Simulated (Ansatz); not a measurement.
# Cs3In (built on the sites of a database entry of Cs3Bi): phonons and vibrational spectra, part 2 of 2

Wanted: phonon frequencies of Cs3In (built on the sites of a database entry of Cs3Bi) and what follows from them.

Ansatz 0.2.0; DFT PBEsol, scalar-relativistic, plane waves, PAW.

So far. Step 3 (Tight relaxation): The forces vanish by symmetry and the pressure is 0.008 GPa, within the tolerances set. The cell now holds 55.55 Å³/atom. The relaxed cell has a = 9.615 Å (conventional setting).

The structure was built from a prototype and need not be the compound's stable phase.

## 4. Modes at Γ

The zone centre comes first: it holds the modes that light can see, as far as symmetry allows. No field response is asked, since the mesh shows no gap.

The input, input.yaml:

```yaml
crystal:
  lattice:
    - [0.0, 4.8073841754, 4.8073841754]
    - [4.8073841754, 0.0, 4.8073841754]
    - [4.8073841754, 4.8073841754, 0.0]
  atoms:
    - { symbol: Cs, position: [0.25, 0.25, 0.25] }
    - { symbol: Cs, position: [0.75, 0.75, 0.75] }
    - { symbol: Cs, position: [0.5, 0.5, 0.5] }
    - { symbol: In, position: [0.0, 0.0, 0.0] }
kpoints:
  mp_grid: { grid: [8, 8, 8] }
hamiltonian:
  xc: pbesol
scf:
  occupations: { method: methfessel_paxton, width: 0.2 }
output:
  eigenvalues: true
phonons:
  method: dfpt
```

Started as:

```
$ ansatz run input.yaml --threads 8 --pin off --max-ram 14336MiB --backend cpu --events-out ev --progress --plain --runs-dir out
```

Numbers of over 12 decimals in the logs are rounded to 6 here.

The program printed:

```text
zone centre: on kpoints.mp_grid the ground state, and the responses unless they are solved on pairs of k-points, stand on 59 of the mesh's 512 k-points, reduced under 8 symmetry operations, with k and −k counted as one. Each operation leaves every solved displacement unchanged or reverses it
[...]
Crystal: 4 atoms, lattice volume = 222.206 Å³
Basis set: ecut = 420 eV, 4285 PW (Γ), exchange–correlation on 96×96×96 points (8 copies of the dense FFT grid, shifted against one another)
Bands: 24, of which v1, the nominal top of the filled ones, is band 20 counted from 1 (19 counted from 0)
Symmetry: 48 space group operations
k-points: 59 of 512 (irreducible under 8 space group operations, time reversal used)
[...]
SCF iter   1: F=—  HF=-22282.370106 eV  |F-HF|=—  |Δ(HF+E_count)|=         —  Δρ=2.24e-3  dr2=1.41e-2  ethr=1.77e-3  ⟨swp⟩=10.3  Hψ=15257  notcnv=0
automatic band count: the SCF goes on with 28 bands, as 24 were too few: they end inside the smearing window of the response
[...]
SCF iter   2: F=—  HF=-22282.369478 eV  |F-HF|=—  |Δ(HF+E_count)|=   6.29e-4  S|Δr|=    0.00e0  Δρ=1.05e-3  dr2=5.37e-3  ethr=3.52e-5  ⟨swp⟩=2.1  Hψ=2931  notcnv=0
[...]
SCF iter  10: F=-22282.369246 eV  HF=-22282.369246 eV  |F-HF|=7.28e-12  |Δ(HF+E_count)|=  1.09e-11  S|Δr|=    0.00e0  Δρ=4.86e-8  dr2=6.97e-12  ethr=1.00e-12  ⟨swp⟩=11.0  Hψ=10285  notcnv=0
SCF 1 converged in 10 iterations: F = -22282.369246 eV  dr2 = 6.97e-12
[...]
DFPT response loops at Γ: preconditioner auto → Kerker (q_TF=auto, 2.050 Å⁻¹) (partly filled bands, converged f_vac=0.000); β = 1.00, the filter's whole step (`scf.mixing.beta` (0.50) is not read by the response loops under this deck's `scf.mixing.preconditioner`; to damp them name `kerker` or `kerker_dos`, under which they read `scf.mixing.beta`, and type it under 1.00, their step now; both keys bind the ground state too); Broyden in place of MSR1
SCF converged after 10 iterations
[...]
Free energy (F): -22282.369246 eV
[...]
Internal energy: -22282.343342 eV  (E = F + TS)
E sigma→0 (E₀):  -22282.362770 eV
Entropy (-TS):   -0.025904 eV (-6.476 meV/atom)
Fermi energy:    5.420560 eV
[...]
--- Band table (eV; the first three rows and the last of 59) ---
  k-point 0: bands = [... 16 lower, -4.3746, 0.5866, 5.4347, 5.4347, 5.4347, 5.8444, 6.1403, 6.1403, ... 4 higher]
  k-point 1: bands = [... 16 lower, -4.3783, 0.6382, 5.0301, 5.3787, 5.3787, 6.3326, 6.3326, 6.4424, ... 4 higher]
  k-point 2: bands = [... 16 lower, -4.3875, 0.7553, 4.7214, 5.3170, 5.3170, 6.7647, 6.7647, 7.1593, ... 4 higher]
  k-point 58: bands = [... 16 lower, -4.4332, 0.9317, 5.0300, 5.0300, 5.6042, 6.2811, 7.0963, 7.0963, ... 4 higher]
--- Phonons (Γ-DFPT): 3 representative perturbations + reference, on 59 of 512 k-points (Σ response iterations 9) ---
  k mesh reduced under 8 symmetry operations, with k and −k counted as one. Each operation leaves every solved displacement unchanged or reverses it
  ASR residual: 3.792e-4 → 0.000e0 eV/Å²; symmetrization residual: 1.906e-4 eV/Å²
  ASR residual per site (eV/Å²): 1.51e-4 1.51e-4 7.03e-6 3.79e-4
  Γ frequencies (cm⁻¹): 0.00 0.00 0.00 34.38 34.38 34.38 45.85 45.85 45.85 53.28 53.28 53.28
  non-analytic LO–TO correction: not included (Born effective charges unavailable; polar crystals: no LO–TO splitting at Γ)
```

Run time: 16 s. Hardware: 8 threads of AMD EPYC 9B14 (Zen 4), shared host; peak memory 2 GiB.

The column dr2 measures how far the density is from self-consistency, as an energy; F and HF (Harris–Foulkes) agree once it is small.

This step gave:

| Item | Value |
| --- | --- |
| sum-rule residual before enforcement | 3.79e-4 eV/Å² |
| point group | m-3m |
| highest optical mode at the zone centre (no LO-TO term) | 53.28 cm⁻¹ |
| lowest optical zone-centre mode | 34.38 cm⁻¹ |

Patterns of degenerate modes are one choice out of their space. Modes at Γ, with each element's share of the kinetic energy:

| mode | frequency (cm⁻¹) | symmetry | Cs % | In % |
| --- | --- | --- | --- | --- |
| 1 | 0.0 | acoustic | 78 | 22 |
| 2 | 0.0 | acoustic | 78 | 22 |
| 3 | 0.0 | acoustic | 78 | 22 |
| 4 | 34.4 | T1u | 38 | 62 |
| 5 | 34.4 | T1u | 38 | 62 |
| 6 | 34.4 | T1u | 38 | 62 |
| 7 | 45.9 | T2g | 100 | 0 |
| 8 | 45.9 | T2g | 100 | 0 |
| 9 | 45.9 | T2g | 100 | 0 |
| 10 | 53.3 | T1u | 84 | 16 |
| 11 | 53.3 | T1u | 84 | 16 |
| 12 | 53.3 | T1u | 84 | 16 |

Displacements in mode 4 (34.4 cm⁻¹), the largest set to 1:
```
Cs1  0.00  0.00 -0.07
Cs2  0.00  0.00 -0.07
Cs3 -0.03 -0.04 -0.72
In4  0.04  0.06  1.00
```

Displacements in mode 10 (53.3 cm⁻¹), the largest set to 1:
```
Cs1  0.00 -0.68 -0.80
Cs2  0.00 -0.68 -0.80
Cs3  0.00  0.85  1.00
In4  0.00  0.59  0.70
```

Before it was imposed, the acoustic sum rule was missed by 3.8e-4 eV/Å². Small misses are needed for a sound result but don't prove that mesh and cutoff are converged. The lowest optical mode is real, 34.4 cm⁻¹.

## 5. Phonons on a q mesh

Stability and thermal properties need the whole zone. Linear response on a 2×2×2 q mesh gives force constants as far as a supercell of that size would.

input.yaml, as its differences from that of step 4:

```diff
@@ -20 +20,8 @@
   method: dfpt
+  qmesh: [2, 2, 2]
+  temperatures: { t_max: 1000, t_step: 50 }
+  qpath:
+    path:
+      - [[0.0, 0.0, 0.0], [0.5, 0.0, 0.5], [0.625, 0.25, 0.625]]
+      - [[0.375, 0.375, 0.75], [0.0, 0.0, 0.0], [0.5, 0.5, 0.5], [0.5, 0.25, 0.75], [0.5, 0.0, 0.5]]
+    npoints: 10
```

The program printed:

```text
Warning: phonons: the dynamical matrix that this run interpolates holds no multipole term above the dipole-dipole one, and a site of this crystal is no centre of inversion, so its interpolated transverse optical and acoustic branches and sound speeds can stay off near Gamma, and the density of states and the thermodynamics with them. What a run solves at a wave vector of phonons.qpoints, Gamma apart, where the deck admits one, is free of this, and under fd what a larger phonons.supercell samples
[...]
Crystal: 4 atoms, lattice volume = 222.206 Å³
Basis set: ecut = 420 eV, 4285 PW (Γ), exchange–correlation on 96×96×96 points (8 copies of the dense FFT grid, shifted against one another)
Bands: 24, of which v1, the nominal top of the filled ones, is band 20 counted from 1 (19 counted from 0)
Symmetry: 48 space group operations
k-points: 29 of 512
[...]
SCF iter   1: F=—  HF=-22282.370125 eV  |F-HF|=—  |Δ(HF+E_count)|=         —  Δρ=2.25e-3  dr2=1.43e-2  ethr=1.77e-3  ⟨swp⟩=10.4  Hψ=7527  notcnv=0
[...]
SCF iter  10: F=-22282.369246 eV  HF=-22282.369246 eV  |F-HF|=1.09e-11  |Δ(HF+E_count)|=  4.00e-11  S|Δr|=    0.00e0  Δρ=4.65e-8  dr2=6.29e-12  ethr=1.00e-12  ⟨swp⟩=10.9  Hψ=4977  notcnv=0
SCF 1 converged in 10 iterations: F = -22282.369246 eV  dr2 = 6.29e-12
[...]
SCF iter   4: F=-22282.369246 eV  HF=-22282.369246 eV  |F-HF|=7.28e-12  |Δ(HF+E_count)|=    0.00e0  S|Δr|=    0.00e0  Δρ=6.16e-8  dr2=5.49e-12  ethr=1.00e-12  ⟨swp⟩=2.0  Hψ=1911  notcnv=0
SCF 2 converged in 4 iterations: F = -22282.369246 eV  dr2 = 5.49e-12
phonons: the bands overlap, so this run is a metal and interpolates without the dipole-dipole term. If the crystal is really an insulator or semiconductor, its LO-TO splitting is missing
NSCF: frozen V_eff on 29 k-points
[...]
DFPT response loops at q = (0, 0, 0) (fractional): preconditioner auto → Kerker (q_TF=auto, 2.050 Å⁻¹) (partly filled bands, converged f_vac=0.000); β = 1.00, the filter's whole step (`scf.mixing.beta` (0.50) is not read by the response loops under this deck's `scf.mixing.preconditioner`; to damp them name `kerker` or `kerker_dos`, under which they read `scf.mixing.beta`, and type it under 1.00, their step now; both keys bind the ground state too); Broyden in place of MSR1
[...]
SCF converged after 10 iterations
[...]
Free energy (F): -22282.369246 eV
[...]
Internal energy: -22282.343342 eV  (E = F + TS)
E sigma→0 (E₀):  -22282.362770 eV
Entropy (-TS):   -0.025904 eV (-6.476 meV/atom)
Fermi energy:    5.420560 eV
[...]
--- Band table (eV; the first three rows and the last of 29) ---
  k-point 0: bands = [... 16 lower, -4.3746, 0.5866, 5.4347, 5.4347, 5.4347, 5.8444, 6.1403, 6.1403, ... 4 higher]
  k-point 1: bands = [... 16 lower, -4.3783, 0.6382, 5.0301, 5.3787, 5.3787, 6.3326, 6.3326, 6.4424, ... 4 higher]
  k-point 2: bands = [... 16 lower, -4.3875, 0.7553, 4.7214, 5.3170, 5.3170, 6.7647, 6.7647, 7.1593, ... 4 higher]
  k-point 28: bands = [... 16 lower, -4.4333, 0.9317, 5.0300, 5.0300, 5.6042, 6.2811, 7.0963, 7.0963, ... 4 higher]
--- Phonons (Γ-DFPT): 3 representative perturbations + reference (Σ response iterations 9) ---
  ASR residual: 3.784e-4 → 0.000e0 eV/Å²; symmetrization residual: 1.900e-4 eV/Å²
  ASR residual per site (eV/Å²): 1.57e-4 1.57e-4 2.07e-5 3.78e-4
[...]
--- Phonons (arbitrary-q DFPT): 3 irreducible q on the 2×2×2 mesh ---
  q = [0.0000, 0.0000, 0.0000] (star 1, of the zone-centre solve; hermiticity 4.50e-4, symmetrization 1.18e-11): -0.00 -0.00 -0.00 34.38 34.38 34.38 45.85 45.85 45.85 53.28 53.28 53.28
  q = [0.0000, 0.0000, -0.5000] (star 4, 3 solved perturbations on 150 of 512 k-point pairs; hermiticity 4.57e-5, symmetrization 3.61e-11): 12.24 12.24 21.17 25.72 25.72 35.80 44.63 44.88 44.88 46.33 51.43 51.43
  q = [0.0000, -0.5000, -0.5000] (star 3, 6 solved perturbations in 462 linear systems a pass and spin channel, the states on 95 of 512 k-point pairs; hermiticity 2.47e-4, symmetrization 4.51e-12): -6.06 -6.06 30.53 31.46 31.46 31.70 36.81 36.81 43.59 50.08 58.82 58.82
  sum rule: each row above includes the acoustic sum rule's correction from the zone centre's row sums; it moved no ω² by more than (0.95 cm⁻¹)²
  mesh force constants: q→R imaginary residual 2.43e-17; ASR residual 3.784e-4 → 0.000e0 eV/Å²; symmetrization residual 7.772e-16 eV/Å²
  interpolated dispersion: 62 rows × 12 modes
  density of states and harmonic sums: on the 12×12×12 q-mesh, interpolated from the force constants of a 2×2×2 supercell (no non-analytic term)
  largest difference from the sums on the solved wave vectors: F 3.12e-1 eV, S 3.74e-4 and C_V 6.24e-5 eV/K
  zero-point energy: 0.025733 eV/cell   skipped modes (ω ≤ 0): 31, of them read as no rigid motion or as one in doubt: 28 (3.993e-1 modes/cell left out, lowest -8.05 cm⁻¹)   left out of the sums: 3.34e-2 of the cell's modes: C_V's classical limit lies that fraction below 3 k_B per atom; for a crystal, a wire or a layer, F and S can be off by more, and a phonons.interpolated_qmesh denser along its periods is the remedy for the sampling
```

Wall time 74 s (8 threads); peak memory 2.9 GiB; 8.9 min of CPU time.

Numbers from this step:

```yaml
sum_rule_residual_before_enforcement: 3.78e-4 eV/Å²
lowest_frequency_on_the_path: -8.133 cm⁻¹
highest_frequency_on_the_path_or_at_a_solved_wavevector: 58.82 cm⁻¹
lowest_mode_on_the_q_mesh_acoustic_modes_at_gamma_apart: -6.06 cm⁻¹
```

Frequencies (cm⁻¹) solved at each irreducible wavevector; negative means imaginary. Frequencies by wavevector, by row:

| q in reciprocal lattice units | star | mode 1 | mode 2 | mode 3 | mode 4 | mode 10 | mode 11 | mode 12 |
| --- | --- | --- | --- | --- | --- | --- | --- | --- |
| 0 0 0 | 1 | 0 | 0 | 0 | 34.4 | 53.3 | 53.3 | 53.3 |
| 0 0 -0.5 | 4 | 12.2 | 12.2 | 21.2 | 25.7 | 46.3 | 51.4 | 51.4 |
| 0 -0.5 -0.5 | 3 | -6.1 | -6.1 | 30.5 | 31.5 | 50.1 | 58.8 | 58.8 |

Interpolated from a 2×2×2 q mesh. The phonon branches at the labelled points (cm⁻¹):

| point | branch 1 | branch 2 | branch 3 | branch 4 | branch 9 | branch 10 | branch 11 | branch 12 |
| --- | --- | --- | --- | --- | --- | --- | --- | --- |
| Γ | 0 | 0 | 0 | 34 | 46 | 53 | 53 | 53 |
| halfway | 11 | 11 | 19 | 25 | 45 | 49 | 55 | 55 |
| X | -6 | -6 | 30 | 32 | 44 | 50 | 59 | 59 |
| halfway | -6 | 5 | 24 | 32 | 44 | 49 | 58 | 58 |
| U | -7 | 14 | 18 | 31 | 45 | 48 | 55 | 57 |
| jump to K | -7 | 14 | 18 | 31 | 45 | 48 | 55 | 57 |
| halfway | -7 | 11 | 23 | 26 | 45 | 52 | 53 | 53 |
| Γ | 0 | 0 | 0 | 34 | 46 | 53 | 53 | 53 |
| halfway | 5 | 5 | 20 | 30 | 46 | 51 | 52 | 52 |
| L | 12 | 12 | 21 | 26 | 45 | 46 | 51 | 51 |
| halfway | 7 | 9 | 19 | 29 | 44 | 50 | 52 | 55 |
| W | 11 | 13 | 13 | 31 | 46 | 51 | 51 | 57 |
| halfway | 3 | 6 | 22 | 31 | 45 | 49 | 56 | 58 |
| X | -6 | -6 | 30 | 32 | 44 | 50 | 59 | 59 |

Tetrahedra on a 12×12×12 mesh, mean over bins of 1 cm-1. Interpolated from a 2×2×2 q mesh. Table of phonon density of states by wavenumber; read off at these points:

wavenumber (cm⁻¹), phonon density of states (1/cm⁻¹/cell) and a bar:
```
     -8.5      0.000 
     -6.5      0.035 ##
     -3.5      0.046 ##
     -1.5      0.048 ##
      0.5      0.059 ###
      3.5      0.065 ###
      5.5      0.085 ####
      7.5      0.158 ########
      9.5      0.164 ########
     10.5      0.328 ################
     12.5      0.075 ####
     14.5      0.011 #
     16.5      0.042 ##
     19.5      0.164 ########
     21.5      0.155 #######
     23.5      0.027 #
     26.5      0.240 ###########
     28.5      0.184 #########
     30.5      0.296 ##############
     33.5      0.244 ############
     35.5      0.285 ##############
     37.5      0.204 ##########
     40.5      0.272 #############
     41.5      0.386 ##################
     42.5      0.270 #############
     44.5      0.482 #######################
     46.5      0.140 #######
     49.5      0.370 ##################
     51.5      0.177 ########
     52.5      0.627 ##############################
     53.5      0.415 ####################
     56.5      0.226 ###########
     58.5      0.038 ##
```

Phonopy on the run's constants, 11x11x11 mesh, Gaussian sigma 2.0 cm-1. Interpolated from a 2×2×2 q mesh. Partial phonon density of states against wavenumber; read off at these points; values in 1/cm⁻¹/cell:

| wavenumber (cm⁻¹) | Cs | In |
| --- | --- | --- |
| -15.00 | 6.7e-6 | 0 |
| -12.50 | 4.4e-4 | 9.5e-5 |
| -10.00 | 0.00564 | 0.00121 |
| -7.50 | 0.0237 | 0.00483 |
| -5.00 | 0.0446 | 0.00872 |
| -2.50 | 0.0396 | 0.00746 |
| 0.00 | 0.0265 | 0.00519 |
| 2.50 | 0.0408 | 0.00726 |
| 5.00 | 0.0714 | 0.00981 |
| 7.50 | 0.136 | 0.0135 |
| 10.00 | 0.186 | 0.0129 |
| 12.50 | 0.130 | 0.00774 |
| 15.00 | 0.0605 | 0.00575 |
| 17.50 | 0.0801 | 0.0118 |
| 20.00 | 0.113 | 0.0182 |
| 20.30 | 0.113 | 0.0185 |
| 22.50 | 0.0889 | 0.0234 |
| 25.00 | 0.0719 | 0.0556 |
| 27.50 | 0.100 | 0.0831 |
| 30.00 | 0.148 | 0.0834 |
| 32.00 | 0.173 | 0.0890 |
| 32.50 | 0.173 | 0.0923 |
| 35.00 | 0.148 | 0.107 |
| 37.50 | 0.145 | 0.122 |
| 40.00 | 0.166 | 0.135 |
| 42.50 | 0.201 | 0.143 |
| 43.70 | 0.210 | 0.140 |
| 45.00 | 0.201 | 0.122 |
| 47.50 | 0.178 | 0.0639 |
| 50.00 | 0.248 | 0.0307 |
| 52.50 | 0.326 | 0.0162 |
| 55.00 | 0.269 | 0.00697 |
| 57.50 | 0.138 | 0.00198 |
| 60.00 | 0.0353 | 4.1e-4 |
| 62.50 | 0.00314 | 3.6e-5 |
| 65.00 | 8.0e-5 | 0 |
| 67.50 | 0 | 0 |

Symmetry leaves 3 wavevectors to solve. The lowest mode among them, the acoustic zeros apart, lies at q = (0, -0.5, -0.5) and is slightly imaginary, 6.1i cm⁻¹, too near zero to call.

## 6. Isotope substitution

An isotope changes the mass and not the force constants, so no new electronic calculation is needed; the shifts show which modes move this element.

The same force constants with the mass of In changed from 114.818 to 112.904 u (phonopy, no LO-TO term). Both lists are sorted by frequency; levels can cross, so a row need not hold one and the same mode. Modes under 3 cm⁻¹ are left out. Isotope shifts, by row:

| q | rank | natural mass (cm⁻¹) | changed mass (cm⁻¹) |
| --- | --- | --- | --- |
| 0 0 0 | 4 | 34.38 | 34.56 |
| 0 0 0 | 5 | 34.38 | 34.56 |
| 0 0 0 | 6 | 34.38 | 34.56 |
| 0 0 0 | 7 | 45.85 | 45.85 |
| 0 0 0 | 8 | 45.85 | 45.85 |
| 0 0 0 | 9 | 45.85 | 45.85 |
| 0 0 0 | 10 | 53.28 | 53.35 |
| 0 0 0 | 11 | 53.28 | 53.35 |
| 0 0 0 | 12 | 53.28 | 53.35 |
| 0 0 -0.5 | 1 | 12.24 | 12.24 |
| 0 0 -0.5 | 2 | 12.24 | 12.24 |
| 0 0 -0.5 | 3 | 21.17 | 21.17 |
| 0 0 -0.5 | 4 | 25.72 | 25.89 |
| 0 0 -0.5 | 5 | 25.72 | 25.89 |
| 0 0 -0.5 | 6 | 35.8 | 35.85 |
| 0 0 -0.5 | 7 | 44.63 | 44.95 |
| 0 0 -0.5 | 8 | 44.88 | 44.98 |
| 0 0 -0.5 | 9 | 44.88 | 44.98 |
| 0 0 -0.5 | 10 | 46.33 | 46.33 |
| 0 0 -0.5 | 11 | 51.43 | 51.43 |
| 0 0 -0.5 | 12 | 51.43 | 51.43 |
| 0 -0.5 -0.5 | 1 | -6.06 | -6.07 |
| 0 -0.5 -0.5 | 2 | -6.06 | -6.07 |
| 0 -0.5 -0.5 | 3 | 30.53 | 30.62 |
| 0 -0.5 -0.5 | 4 | 31.46 | 31.46 |
| 0 -0.5 -0.5 | 5 | 31.46 | 31.46 |
| 0 -0.5 -0.5 | 6 | 31.7 | 31.7 |
| 0 -0.5 -0.5 | 7 | 36.81 | 37.08 |
| 0 -0.5 -0.5 | 8 | 36.81 | 37.08 |
| 0 -0.5 -0.5 | 9 | 43.59 | 43.59 |
| 0 -0.5 -0.5 | 10 | 50.08 | 50.35 |
| 0 -0.5 -0.5 | 11 | 58.82 | 58.83 |
| 0 -0.5 -0.5 | 12 | 58.82 | 58.83 |

A mode of this element alone would shift by +0.84 %. The highest zone-centre frequency without the field goes from 53.3 to 53.4 cm⁻¹ (+0.1 %). The product of the frequency ratios over all optical modes at Γ is 1.020; the product rule, (m/m′)^(3k/2) (M′/M)^(3/2) with k = 1 such atoms and M the mass of the cell, gives 1.020.

## 7. What came out

| Item | Value |
| --- | --- |
| space group after relaxation (within 0.01 Å) | Fm-3m |
| volume per atom | 55.6 Å³ |
| electronic character | no gap on this mesh |
| highest optical mode at the zone centre (no LO-TO term) | 53.3 cm⁻¹ |
| lowest optical zone-centre mode | 34.4 cm⁻¹ |
| lowest mode on the q mesh (acoustic modes at Γ apart) | -6.1 cm⁻¹ |
| highest frequency on the path or at a solved wavevector | 58.8 cm⁻¹ |
| imaginary modes on the 2×2×2 q mesh | one or more, weakly |

No mode is clearly imaginary at the 3 irreducible wavevectors solved, but the lowest, 6.1i cm⁻¹, is too near zero to call. The optical modes at Γ span 34 to 53 cm⁻¹. The highest mode in this list at Γ, 53.3 cm⁻¹, is mostly motion of Cs (84 % of the kinetic energy). With no gap, or one that is small against the smearing, the frequencies hang on the k mesh and the smearing, most of all near Kohn anomalies. Spin-orbit coupling is left out, which can matter for the heavy elements here. A phonon run warned that its eigensolver left some bands unconverged in a pass. The starting cell was built on a prototype and not taken from a measurement, so the phase need not exist. These are harmonic frequencies at zero temperature: anharmonic shifts, linewidths and thermal expansion are left out.

[Logs are printed without paths, hosts, clocks, repeated set-up lines and the standing remarks that a program may print on its own settings, such as how far it seeks lower states.]

[Hosts, paths, dates, database ids (printed as entryN), source tags and the programs' standing remarks are cut or masked in the printed files.]
